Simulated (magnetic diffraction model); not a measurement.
# Li₂Ce₃V₃Cu: what an assumed order does to the neutron pattern

Space group P-62m (no. 189), a = 7.1990 Å, c = 3.7940 Å.

```csv
site,atom,x,y,z
3g,Ce,0.5866,0,1/2
1b,Cu,0,0,1/2
3f,V,0.2487,0,0
2c,Li,2/3,1/3,0
```

The compound is invented for this exercise: a known structure type with other elements, its cell scaled to their sizes and not relaxed.

Only Ce is taken to order (form factors of Ce3+); orders and moment sizes are assumed, and not adapted to the symmetry. Radiation: neutrons of λ = 4.2 Å, 3° to 100°; isotropic B of 0.21 Å² (Ce), 0.2 Å² (Cu), 0.2 Å² (V) and 0.35 Å² (Li). The intensities are simulated: I ∝ L Σ (|F_N|² + |F_M⊥|²) for unpolarised neutrons, with F_M = 2.695 fm/μB × Σ f(s) S exp(2πi Q·r) exp(−B s²) at Q = H ± k (one set where k and −k are equivalent), only the part normal to Q counting and L = 1/(sin²θ cos θ). For collinear order S is the moment m, which repeats by lattice and centring translations R with the sign exp(−2πi k·R). Form factors are spin-only for 3d ions and dipole or tabulated for f ions, scattering lengths are Sears's of 1992, and absorption is left out. A label names one of the reflections at its angle. The strongest nuclear line in the range is 100, and lines under 0.2 are left out.

Assume the order k = (1/2 0 1/2), collinear moments along [001], 1.9 μB on Ce; signs + at (0.5866, 0, 1/2), + at (0.4134, 0.4134, 1/2), − at (0, 0.5866, 1/2).

Predict the pattern, nuclear and magnetic parts apart.

```
2θ (°)         index  nuclear  magnetic
 37.81   (1/2 0 1/2)      0.0      19.3
 39.37       (1 0 0)     28.4       0.0
 47.42  (1/2 -1 1/2)      0.0       5.2
 63.27   (1/2 1 1/2)      0.0      17.8
 67.22       (0 0 1)     86.9       0.0
 70.35   (3/2 0 1/2)      0.0      11.1
 71.38       (1 1 0)     33.9       0.0
 80.77       (1 0 1)      4.3       0.0
 83.72  (3/2 -2 1/2)      0.0      30.2
 84.70       (2 0 0)    100.0       0.0
```

The strongest magnetic line in the range is (3/2 -2 1/2) at 83.72° (30.2). On top of the Lorentz factor, which all lines share, magnetic lines fade with angle because f falls: for Ce3+ it is 0.96, 0.86, 0.71 and 0.43 at sin θ/λ = 0.1, 0.2, 0.3 and 0.5 Å⁻¹, while nuclear lengths stay constant. The order has no net moment.

[Logs are printed without paths, hosts, clocks, repeated set-up lines and the standing remarks that a program may print on its own settings, such as how far it seeks lower states.]
